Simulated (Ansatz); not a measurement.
# NbTlSe3 (model cell, started as cubic perovskite with Nb in the octahedra): a soft mode frozen in, part 2 of 2

Wanted: the energy along a soft mode of NbTlSe3 (model cell, started as cubic perovskite with Nb in the octahedra) and the structure at the end.

Ansatz 0.2.0; DFT PBEsol, scalar-relativistic, plane waves, PAW; PAW set soft_1.

So far, highest frequency on the path or at a solved wavevector (cm⁻¹): step 2 (response at finite wavevector) 284. Also lowest frequency on the path (cm⁻¹): step 2 -131.

The structure was built from a prototype and need not be the compound's stable phase.

**5. Energy along the mode, all amplitudes (two of the runs are shown above)**

An imaginary frequency means negative curvature, so the energy should fall and then rise again as anharmonic terms take over.

This step gave:

```
depth at the lowest point sampled  : 0.563 meV/atom
largest atomic shift at that point : 0.04 Å
```

The energy from the parent by largest atomic shift:

```csv
largest atomic shift (Å),energy from the parent (meV/atom)
0.0000,0
0.0400,-0.563
0.0800,0.3
0.1400,12.2
```

Displacement at unit largest shift by atom:

| atom | x (Å) | y (Å) | z (Å) | size |
| --- | --- | --- | --- | --- |
| Tl1 | 0.00 | 0.00 | 0.00 | 0.00 |
| Tl2 | 0.00 | 0.00 | 0.00 | 0.00 |
| Nb3 | 0.00 | 0.00 | 0.00 | 0.00 |
| Nb4 | 0.00 | 0.00 | 0.00 | 0.00 |
| Se5 | 0.00 | 0.00 | -0.50 | 0.50 |
| Se6 | 0.00 | 0.00 | 0.50 | 0.50 |
| Se7 | 0.00 | 1.00 | 0.00 | 1.00 |
| Se8 | 0.00 | -1.00 | 0.00 | 1.00 |
| Se9 | -0.50 | 0.00 | 0.00 | 0.50 |
| Se10 | 0.50 | 0.00 | 0.00 | 0.50 |

The lowest of the steps tried is at 0.04 Å, 0.563 meV/atom below the parent; the bottom of the well need not coincide with a step.

**6. Relaxing from the distorted cell**

Starting from the lowest point found, all atoms and the cell are let go, so that strain and other modes of the same symmetry can join in.

Contents of input.yaml:

```yaml
crystal:
  lattice:
    - [5.0370892205, 5.0370892205, 0.0]
    - [5.0370892205, 0.0, 5.0370892205]
    - [5.0370892205, 0.0, -5.0370892205]
  atoms:
    - { symbol: Tl, position: [0.0, 0.0, 0.0] }
    - { symbol: Tl, position: [0.0, 0.5, 0.5] }
    - { symbol: Nb, position: [0.5, 0.25, 0.75] }
    - { symbol: Nb, position: [0.5, 0.75, 0.25] }
    - { symbol: Se, position: [0.5, -0.0019852736, 0.0019852736] }
    - { symbol: Se, position: [0.5, 0.5019852736, 0.4980147264] }
    - { symbol: Se, position: [0.0079410942, 0.4960294529, -0.0039705471] }
    - { symbol: Se, position: [-0.0079410942, 0.0039705471, 0.5039705471] }
    - { symbol: Se, position: [0.5, -0.0019852736, 0.4980147264] }
    - { symbol: Se, position: [0.5, 0.5019852736, 0.0019852736] }
kpoints:
  mp_grid: { grid: [8, 8, 8] }
hamiltonian:
  xc: pbesol
  pseudopotentials: { kind: paw, azcp: { folder: soft_1 }, xc_functional: pbe }
scf:
  occupations: { method: methfessel_paxton, width: 0.2 }
output:
  forces: true
  stress: true
  eigenvalues: true
relax:
  adjacent_minimum: "off"
  f_tol: 0.002
  max_steps: 120
  cell: { stress_tol: 0.03 }
```

On the command line:

```console
ansatz run input.yaml --threads 4 --pin off --max-ram 16384MiB --backend cpu --events-out ev --progress --plain --runs-dir out
```

Numbers of over 12 decimals in the logs are rounded to 6 here.

The log of the run:

```text
[...]
Crystal: 10 atoms, lattice volume = 255.605 Å³
Basis set: ecut = 420 eV, 5029 PW (Γ), exchange–correlation on 96×96×96 points (8 copies of the dense FFT grid, shifted against one another)
Bands: 89, of which v1, the nominal top of the filled ones, is band 74 counted from 1 (73 counted from 0)
Symmetry: 16 space group operations
[...]
k-points: 59 of 512
[...]
SCF iter   1: F=—  HF=-64137.625757 eV  |F-HF|=—  |Δ(HF+E_count)|=         —  Δρ=3.91e-2  dr2=4.02e0  ethr=3.10e-3  ⟨swp⟩=6.0  Hψ=17756  notcnv=0
[...]
SCF iter  10: F=-64135.908404 eV  HF=-64135.908404 eV  |F-HF|=2.36e-8  |Δ(HF+E_count)|=   4.73e-8  S|Δr|=    0.00e0  Δρ=2.87e-6  dr2=4.90e-8  ethr=6.76e-11  ⟨swp⟩=10.1  Hψ=23918  notcnv=0
SCF 1 converged in 10 iterations: F = -64135.908404 eV  dr2 = 4.90e-8
[...]
relax step   1: F+E_penalty+E_count = -64135.90840375 eV  Δ(F+E_penalty+E_count) = +0.000e0 eV  max|allowed force component| = 1.053e-2 eV/Å  Δτ_max = 0.0000 Å  P = -0.007 GPa  Ω = 255.605 Å³  (10 SCF iters, dr2 threshold 1.00e-7 eV, accepted)
Crystal: 10 atoms, lattice volume = 255.584 Å³
[...]
SCF iter   5: F=-64135.908458 eV  HF=-64135.908458 eV  |F-HF|=4.89e-9  |Δ(HF+E_count)|=   4.42e-9  S|Δr|=    0.00e0  Δρ=1.03e-6  dr2=5.35e-9  ethr=4.68e-12  ⟨swp⟩=4.3  Hψ=18759  notcnv=0
SCF 2 converged in 5 iterations: F = -64135.908458 eV  dr2 = 5.35e-9
[...]
relax step   2: F+E_penalty+E_count = -64135.90845836 eV  Δ(F+E_penalty+E_count) = -5.461e-5 eV  max|allowed force component| = 9.242e-3 eV/Å  Δτ_max = 0.0011 Å  P = +0.003 GPa  Ω = 255.584 Å³  energy of the carried Pulay correction = +1.545e-6 eV  (5 SCF iters, dr2 threshold 6.93e-9 eV, accepted)
Crystal: 10 atoms, lattice volume = 255.633 Å³
[...]
SCF iter   6: F=-64135.908494 eV  HF=-64135.908494 eV  |F-HF|=7.28e-10  |Δ(HF+E_count)|=   2.56e-9  S|Δr|=    0.00e0  Δρ=5.24e-7  dr2=9.15e-10  ethr=3.61e-12  ⟨swp⟩=3.1  Hψ=20554  notcnv=0
SCF 3 converged in 6 iterations: F = -64135.908494 eV  dr2 = 9.15e-10
relax step   3: F+E_penalty+E_count = -64135.90849398 eV  Δ(F+E_penalty+E_count) = -3.562e-5 eV  max|allowed force component| = 3.955e-3 eV/Å  Δτ_max = 0.0026 Å  P = -0.000 GPa  Ω = 255.633 Å³  energy of the carried Pulay correction = -2.126e-6 eV  (6 SCF iters, dr2 threshold 5.34e-9 eV, accepted)
[...]
relax step   4: F+E_penalty+E_count = -64135.90847546 eV  Δ(F+E_penalty+E_count) = +1.852e-5 eV  max|allowed force component| = 1.358e-2 eV/Å  Δτ_max = 0.0012 Å  P = +0.002 GPa  Ω = 255.644 Å³  energy of the carried Pulay correction = -2.985e-6 eV  (6 SCF iters, dr2 threshold 9.78e-10 eV, rejected (line search))
[...]
relax step   5: F+E_penalty+E_count = -64135.90849823 eV  Δ(F+E_penalty+E_count) = -4.256e-6 eV  max|allowed force component| = 1.105e-5 eV/Å  Δτ_max = 0.0004 Å  P = +0.002 GPa  Ω = 255.634 Å³  energy of the carried Pulay correction = -2.209e-6 eV  (8 SCF iters, accepted)
[...]
SCF iter   5: F=-64135.908497 eV  HF=-64135.908497 eV  |F-HF|=7.28e-12  |Δ(HF+E_count)|=  4.37e-11  S|Δr|=    0.00e0  Δρ=3.64e-8  dr2=2.29e-12  ethr=1.00e-12  ⟨swp⟩=3.1  Hψ=19581  notcnv=0
SCF 6 converged in 5 iterations: F = -64135.908497 eV  dr2 = 2.29e-12
relax step   6: F+E_penalty+E_count = -64135.90849715 eV  Δ(F+E_penalty+E_count) = +1.088e-6 eV  max|allowed force component| = 1.115e-5 eV/Å  Δτ_max = 0.0000 Å  P = +0.002 GPa  Ω = 255.634 Å³  stress off target by 2.07e-3 GPa  SCF on the basis re-selected at this cell (its energy is not comparable with the rows above)  (5 SCF iters)
basis re-selected at this cell: Δ(F+E_penalty+E_count) = +1.088e-6 eV, ΔP = +0.000 GPa vs the last step (what re-selecting the basis moved, of the pressure what is left beyond the Pulay correction that the steps carried, after the strain that the cell walked since its last selection, with what the two solves' SCF thresholds leave and, on support functions, any second-order correction that the steps lacked; it is no m [...]
SCF converged after 5 iterations
[...]
Free energy (F): -64135.908497 eV
[...]
Internal energy: -64135.918177 eV  (E = F + TS)
E sigma→0 (E₀):  -64135.910917 eV
Entropy (-TS):   0.009680 eV (0.968 meV/atom)
Fermi energy:    8.909153 eV
[...]
--- Forces (eV/Å), atoms counted from 1 ---
  atom   1  Tl     0.00000000     0.00000000    -0.00000000
  atom   2  Tl     0.00000000     0.00000000     0.00000000
  atom   3  Nb     0.00000000     0.00000000     0.00000000
  atom   4  Nb     0.00000000     0.00000000     0.00000000
  atom   5  Se    -0.00000000     0.00000000    -0.00001115
  atom   6  Se     0.00000000     0.00000000     0.00001115
  atom   7  Se     0.00000000     0.00000309     0.00000000
  atom   8  Se     0.00000000    -0.00000309     0.00000000
  atom   9  Se    -0.00001115     0.00000000     0.00000000
  atom  10  Se     0.00001115     0.00000000     0.00000000
  max |Σ_I F_I| component: 2.16e-19 eV/Å
--- Stress (GPa, compression-positive) ---
        0.002067       0.000000       0.000000
        0.000000       0.002009       0.000000
        0.000000       0.000000       0.002067
  P = ⅓ Tr σ = 0.0020 GPa (0.020 kbar)
--- Band table (eV; the first three rows and the last of 59) ---
  k-point 0: bands = [... 70 lower, 8.0801, 8.2805, 8.2814, 8.2814, 9.1588, 9.1764, 9.1764, 10.0455, ... 11 higher]
  k-point 1: bands = [... 70 lower, 8.0352, 8.5007, 8.5177, 8.6230, 9.0417, 9.0664, 9.1046, 10.1860, ... 11 higher]
  k-point 2: bands = [... 70 lower, 7.8493, 8.6704, 8.6883, 8.8380, 9.0229, 9.0720, 9.1482, 9.9765, ... 11 higher]
  k-point 58: bands = [... 70 lower, 8.1075, 8.1151, 8.2556, 8.2556, 9.1670, 10.0707, 10.4491, 10.4491, ... 11 higher]
--- Relaxed structure (5 steps of the walk, 4 accepted, 1 SCFs on fresh bases) ---
  F+E_penalty+E_count = -64135.90849715 eV   max|allowed force component| = 1.115e-5 eV/Å   (the final SCF, on the basis selected at the relaxed cell)
  cell:  # Å, volume = 255.6339 Å³
    - [5.036080, 5.039682, 0]
    - [5.036080, 0, 5.036080]
    - [5.036080, 0, -5.036080]
  atoms:
    - { symbol: Tl, position: [0, 0, 0] }
    - { symbol: Tl, position: [0, 0.5, 0.5] }
    - { symbol: Nb, position: [0.5, 0.250000, 0.750000] }
    - { symbol: Nb, position: [0.5, 0.750000, 0.250000] }
    - { symbol: Se, position: [0.5, -0.00218819, 0.00218819] }
    - { symbol: Se, position: [0.5, 0.502188, 0.497812] }
    - { symbol: Se, position: [0.00876024, 0.495620, -0.00438012] }
    - { symbol: Se, position: [-0.00876024, 0.00438012, 0.504380] }
    - { symbol: Se, position: [0.5, -0.00218819, 0.497812] }
    - { symbol: Se, position: [0.5, 0.502188, 0.00218819] }
```

Elapsed: 2.5 min, on 4 threads of Arm Neoverse V1, shared host; peak memory 1.4 GiB; 9.8 min of CPU time.

Little changed from the start: no atom moved by 0.005 Å and no cell edge by 0.1 %.

This step gave:

| Item | Value |
| --- | --- |
| pressure | 0.002048 GPa |

The distorted start has space group I4/mmm; the relaxation ends in I4/mmm.

**7. The new phase in its own primitive cell**

The relaxed structure is symmetrised, reduced to its primitive cell and relaxed tightly, as its phonons need.

input.yaml, the sections that differ from step 6:

```yaml
crystal:
  lattice:
    - [-3.5610461598, 3.5610461598, 5.0396824894]
    - [3.5610461598, -3.5610461598, 5.0396824894]
    - [3.5610461598, 3.5610461598, -5.0396824894]
  atoms:
    - { symbol: Tl, position: [0.75, 0.25, 0.5] }
    - { symbol: Tl, position: [0.25, 0.75, 0.5] }
    - { symbol: Nb, position: [0.0, 0.0, 0.0] }
    - { symbol: Nb, position: [0.5, 0.5, 0.0] }
    - { symbol: Se, position: [0.7478118078, 0.2521881922, 0.0] }
    - { symbol: Se, position: [0.2521881922, 0.7478118078, 0.0] }
    - { symbol: Se, position: [0.7543801187, 0.7543801187, 0.0] }
    - { symbol: Se, position: [0.2456198813, 0.2456198813, 0.0] }
    - { symbol: Se, position: [0.2521881922, 0.2521881922, 0.5043763843] }
    - { symbol: Se, position: [0.7478118078, 0.7478118078, 0.4956236157] }
relax:
  adjacent_minimum: "off"
  f_tol: 0.001
  max_steps: 60
  cell: { stress_tol: 0.01 }
# kpoints, hamiltonian, scf, output: as in step 6
```

The log of the run:

```text
[...]
Crystal: 10 atoms, lattice volume = 255.634 Å³
Basis set: ecut = 420 eV, 5029 PW (Γ), exchange–correlation on 96×96×96 points (8 copies of the dense FFT grid, shifted against one another)
Bands: 89, of which v1, the nominal top of the filled ones, is band 74 counted from 1 (73 counted from 0)
Symmetry: 16 space group operations
[...]
k-points: 59 of 512
[...]
- { symbol: Nb, position: [0.0, 0.0, 0.0] }
    - { symbol: Nb, position: [0.500000, 0.500000, 0.0] }
    - { symbol: Se, position: [0.747812, 0.252188, 0.0] }
    - { symbol: Se, position: [0.252188, 0.747812, 0.0] }
    - { symbol: Se, position: [0.7543801187, 0.7543801187, 0.0] }
    - { symbol: Se, position: [0.245620, 0.245620, 0.0] }
    - { symbol: Se, position: [0.252188192175, 0.252188192175, 0.50437638435] }
    - { symbol: Se, position: [0.747812, 0.747812, 0.495624] }
[key lines of the parts left out:]
SCF converged after 6 iterations
Free energy (F): -64135.908497 eV
Fermi energy:    8.909153 eV
P = ⅓ Tr σ = 0.0020 GPa (0.020 kbar)
```

It took 56 s on 4 threads; peak memory 1.4 GiB.

Little changed from the start: no atom moved by 0.005 Å and no cell edge by 0.1 %.

The largest force component left is 0.0078 meV/Å and the pressure is 0.002 GPa, within the tolerances set. The cell now holds 25.56 Å³/atom.

**8. Modes of the new phase**

A relaxed structure may still be a saddle point, so its zone-centre modes are computed. No field response is asked, since the mesh shows no gap.

Edit input.yaml of step 7 so:

```diff
@@ -14,3 +14,3 @@
     - { symbol: Se, position: [0.2456198813, 0.2456198813, 0.0] }
-    - { symbol: Se, position: [0.2521881922, 0.2521881922, 0.5043763843] }
+    - { symbol: Se, position: [0.2521881922, 0.2521881922, 0.5043763844] }
     - { symbol: Se, position: [0.7478118078, 0.7478118078, 0.4956236157] }
@@ -24,9 +24,4 @@
 output:
-  forces: true
-  stress: true
   eigenvalues: true
-relax:
-  adjacent_minimum: "off"
-  f_tol: 0.001
-  max_steps: 60
-  cell: { stress_tol: 0.01 }
+phonons:
+  method: dfpt
```

The log of the run:

```text
Engine: ansatz 0.2.0, aarch64-unknown-linux-gnu
Pseudopotentials: kind: paw
Pseudopotential: Tl, paw, valence charge 13, recommended cutoff 420 eV (normal), soft_1/Tl.paw.azcp
Pseudopotential: Nb, paw, valence charge 13, recommended cutoff 420 eV (normal), soft_1/Nb.paw.azcp
Pseudopotential: Se, paw, valence charge 16, recommended cutoff 420 eV (normal), soft_1/Se.paw.azcp
Functional definition: PBEsol
  exchange = pbesol_x
  correlation = pbesol_c
Crystal: 10 atoms, lattice volume = 255.634 Å³
Basis set: ecut = 420 eV, 5029 PW (Γ), exchange–correlation on 96×96×96 points (8 copies of the dense FFT grid, shifted against one another)
Bands: 89, of which v1, the nominal top of the filled ones, is band 74 counted from 1 (73 counted from 0)
Symmetry: 16 space group operations
k-points: 260 of 512 (irreducible under 1 space group operation, time reversal used)
Non-local potential: Tl, projectors of the file, l = 0: 2, l = 1: 2, l = 2: 2, l = 3: 1
Non-local potential: Nb, projectors of the file, l = 0: 3, l = 1: 2, l = 2: 2, l = 3: 1
Non-local potential: Se, projectors of the file, l = 0: 2, l = 1: 2, l = 2: 3, l = 3: 1
PAW form: soft (Blöchl's): semilocal exchange-correlation on the pseudo side does not see the compensation charge
PAW frozen core: Tl, regenerated for the run's functional, and the local potential with it (the file was generated under x = pbe(κ = 0.804, μ = 0.219515), c = pbe(β = 0.066725))
PAW frozen core: Nb, regenerated for the run's functional, and the local potential with it (the file was generated under x = pbe(κ = 0.804, μ = 0.219515), c = pbe(β = 0.066725))
PAW frozen core: Se, regenerated for the run's functional, and the local potential with it (the file was generated under x = pbe(κ = 0.804, μ = 0.219515), c = pbe(β = 0.066725))
PAW one-centre angular grid: Tl, 590 points (default); XC on 64 Gauss nodes
PAW one-centre angular grid: Nb, 590 points (default); XC on 64 Gauss nodes
PAW one-centre angular grid: Se, 590 points (default); XC on 64 Gauss nodes
Initial density: superposition of atomic densities (chi_scale 0.1, normalization cell, long waves kept (reshape's long-wave potential 0.01 eV rms))
Initial wavefunctions: pseudopotential atomic-orbital guess
Functional: x = pbesol(κ = 0.804, μ = 0.123457), c = pbesol(β = 0.046)
SCF iter   1: F=—  HF=-64137.627319 eV  |F-HF|=—  |Δ(HF+E_count)|=         —  Δρ=3.91e-2  dr2=4.02e0  ethr=3.10e-3  ⟨swp⟩=6.0  Hψ=78546  notcnv=0
preconditioner: auto → Kerker (q_TF=auto, 2.491 Å⁻¹)  [metal: Δε(μ)=0.024 eV  Ē_g=9.822 eV  σ=0.200 eV  W_gap=0.10  n_scr=58 (ndim 8)  ℏωp=19.7 eV  f_vac=0.006  D(μ)=3.28/eV (n_scr^D=14)]
SCF iter   2: F=—  HF=-64136.503267 eV  |F-HF|=—  |Δ(HF+E_count)|=    1.12e0  S|Δr|=    0.00e0  Δρ=2.28e-2  dr2=1.45e0  ethr=2.72e-3  ⟨swp⟩=2.0  Hψ=28634  notcnv=0  defer=1654
SCF iter   3: F=—  HF=-64135.936378 eV  |F-HF|=—  |Δ(HF+E_count)|=   5.67e-1  S|Δr|=    0.00e0  Δρ=4.20e-3  dr2=7.54e-2  ethr=9.78e-4  ⟨swp⟩=2.0  Hψ=32502  notcnv=0  defer=1654
SCF iter   4: F=—  HF=-64135.914850 eV  |F-HF|=—  |Δ(HF+E_count)|=   2.15e-2  S|Δr|=    0.00e0  Δρ=2.05e-3  dr2=2.40e-2  ethr=5.09e-5  ⟨swp⟩=2.0  Hψ=45666  notcnv=0  defer=1616
SCF iter   5: F=—  HF=-64135.909604 eV  |F-HF|=—  |Δ(HF+E_count)|=   5.25e-3  S|Δr|=    0.00e0  Δρ=8.08e-4  dr2=4.26e-3  ethr=1.62e-5  ⟨swp⟩=2.9  Hψ=41380  notcnv=0  defer=1616
SCF iter   6: F=—  HF=-64135.908644 eV  |F-HF|=—  |Δ(HF+E_count)|=   9.60e-4  S|Δr|=    0.00e0  Δρ=2.72e-4  dr2=4.02e-4  ethr=2.88e-6  ⟨swp⟩=2.0  Hψ=28977  notcnv=0  defer=1616
SCF iter   7: F=—  HF=-64135.908618 eV  |F-HF|=—  |Δ(HF+E_count)|=   2.59e-5  S|Δr|=    0.00e0  Δρ=6.30e-5  dr2=1.23e-5  ethr=2.71e-7  ⟨swp⟩=2.0  Hψ=29230  notcnv=0  defer=1616
SCF iter   8: F=—  HF=-64135.908497 eV  |F-HF|=—  |Δ(HF+E_count)|=   1.21e-4  S|Δr|=    0.00e0  Δρ=1.46e-5  dr2=9.28e-7  ethr=8.32e-9  ⟨swp⟩=2.5  Hψ=36824  notcnv=0  defer=1616
SCF iter   9: F=—  HF=-64135.908497 eV  |F-HF|=—  |Δ(HF+E_count)|=   6.38e-8  S|Δr|=    0.00e0  Δρ=5.14e-6  dr2=1.45e-7  ethr=6.27e-10  ⟨swp⟩=2.0  Hψ=40095  notcnv=0  defer=1616
SCF iter  10: F=—  HF=-64135.908497 eV  |F-HF|=—  |Δ(HF+E_count)|=   3.85e-8  S|Δr|=    0.00e0  Δρ=2.80e-6  dr2=4.70e-8  ethr=9.82e-11  ⟨swp⟩=2.0  Hψ=40146  notcnv=0  defer=1616
SCF iter  11: F=—  HF=-64135.908497 eV  |F-HF|=—  |Δ(HF+E_count)|=   4.64e-9  S|Δr|=    0.00e0  Δρ=1.31e-6  dr2=1.06e-8  ethr=3.18e-11  ⟨swp⟩=2.0  Hψ=40007  notcnv=0  defer=1616
SCF iter  12: F=—  HF=-64135.908497 eV  |F-HF|=—  |Δ(HF+E_count)|=   1.41e-9  S|Δr|=    0.00e0  Δρ=4.51e-7  dr2=1.13e-9  ethr=7.16e-12  ⟨swp⟩=2.0  Hψ=26781  notcnv=0  defer=1616
SCF iter  13: F=—  HF=-64135.908497 eV  |F-HF|=—  |Δ(HF+E_count)|=  4.66e-10  S|Δr|=    0.00e0  Δρ=1.78e-7  dr2=7.33e-11  ethr=1.00e-12  ⟨swp⟩=2.0  Hψ=40160  notcnv=0  defer=1616
SCF iter  14: F=—  HF=-64135.908497 eV  |F-HF|=—  |Δ(HF+E_count)|=  7.28e-12  S|Δr|=    0.00e0  Δρ=6.57e-8  dr2=1.10e-11  ethr=1.00e-12  ⟨swp⟩=11.7  Hψ=124887  notcnv=0
SCF iter  15: F=-64135.908497 eV  HF=-64135.908497 eV  |F-HF|=1.46e-11  |Δ(HF+E_count)|=    0.00e0  S|Δr|=    0.00e0  Δρ=1.99e-8  dr2=8.64e-13  ethr=1.00e-12  ⟨swp⟩=5.0  Hψ=98718  notcnv=0
SCF 1 converged in 15 iterations: F = -64135.908497 eV  dr2 = 8.64e-13
[...]
DFPT response loops at Γ: preconditioner auto → Kerker (q_TF=auto, 2.491 Å⁻¹) (partly filled bands, converged f_vac=0.021); β = 1.00, the filter's whole step (`scf.mixing.beta` (0.50) is not read by the response loops under this deck's `scf.mixing.preconditioner`; to damp them name `kerker` or `kerker_dos`, under which they read `scf.mixing.beta`, and type it under 1.00, their step now; both keys bind the ground state too); Broyden in place of MSR1
the response loops of the zone centre start from zero, take more passes and end by a threshold: the memory limit or budget leaves too little room for the subspace of the ground state's own states beside the solves, or none could be made (phonons.method)
```

Elapsed: 85 min, on 4 threads; peak memory 12 GiB.

The run was cut off at the time limit after its SCF cycle had converged; no result of it is taken.

The program's message: “Warning:”

**9. What came out**

- unstable mode of the parent: q = (-0.5, -0.5, -0.5), 131i cm⁻¹
- depth at the lowest point sampled: 0.563 meV/atom
- largest atomic shift at that point: 0.04 Å
- space group reached (within 0.01 Å): I4/mmm
- energy gained over the parent (first relaxation, on the mesh of the frozen mode): 0.619 meV/atom
- volume per atom, phase reached: 25.6 Å³

In words: Along this mode the structure falls into I4/mmm, 0.619 meV/atom below the parent. At the parent's cell the well is 0.563 meV/atom deep on the steps tried, with its lowest point at a shift of 0.04 Å. Relaxing atoms and cell changes the gain by +0.06 meV/atom against the lowest step (energies at zero smearing). The modes of the phase reached were not computed on this path. How so shallow a well moves with the k mesh was not tested. Of the 4 patterns followed to their end from this parent, this one ends 53.9 meV/atom above the lowest, P4/mbm. Each path keeps the symmetry of its pattern, so a lower phase may lie along a pattern not tried. With no gap, or one that is small against the smearing, the frequencies hang on the k mesh and the smearing, most of all near Kohn anomalies. Spin-orbit coupling is left out, which can matter for the heavy elements here. The PAW files were made for PBE and serve the other functionals too. The starting cell was built on a prototype and not taken from a measurement, so the phase need not exist.

[Logs are printed without paths, hosts, clocks, repeated set-up lines and the standing remarks that a program may print on its own settings, such as how far it seeks lower states.]

[Hosts, paths, dates, database ids (printed as entryN), source tags and the programs' standing remarks are cut or masked in the printed files.]
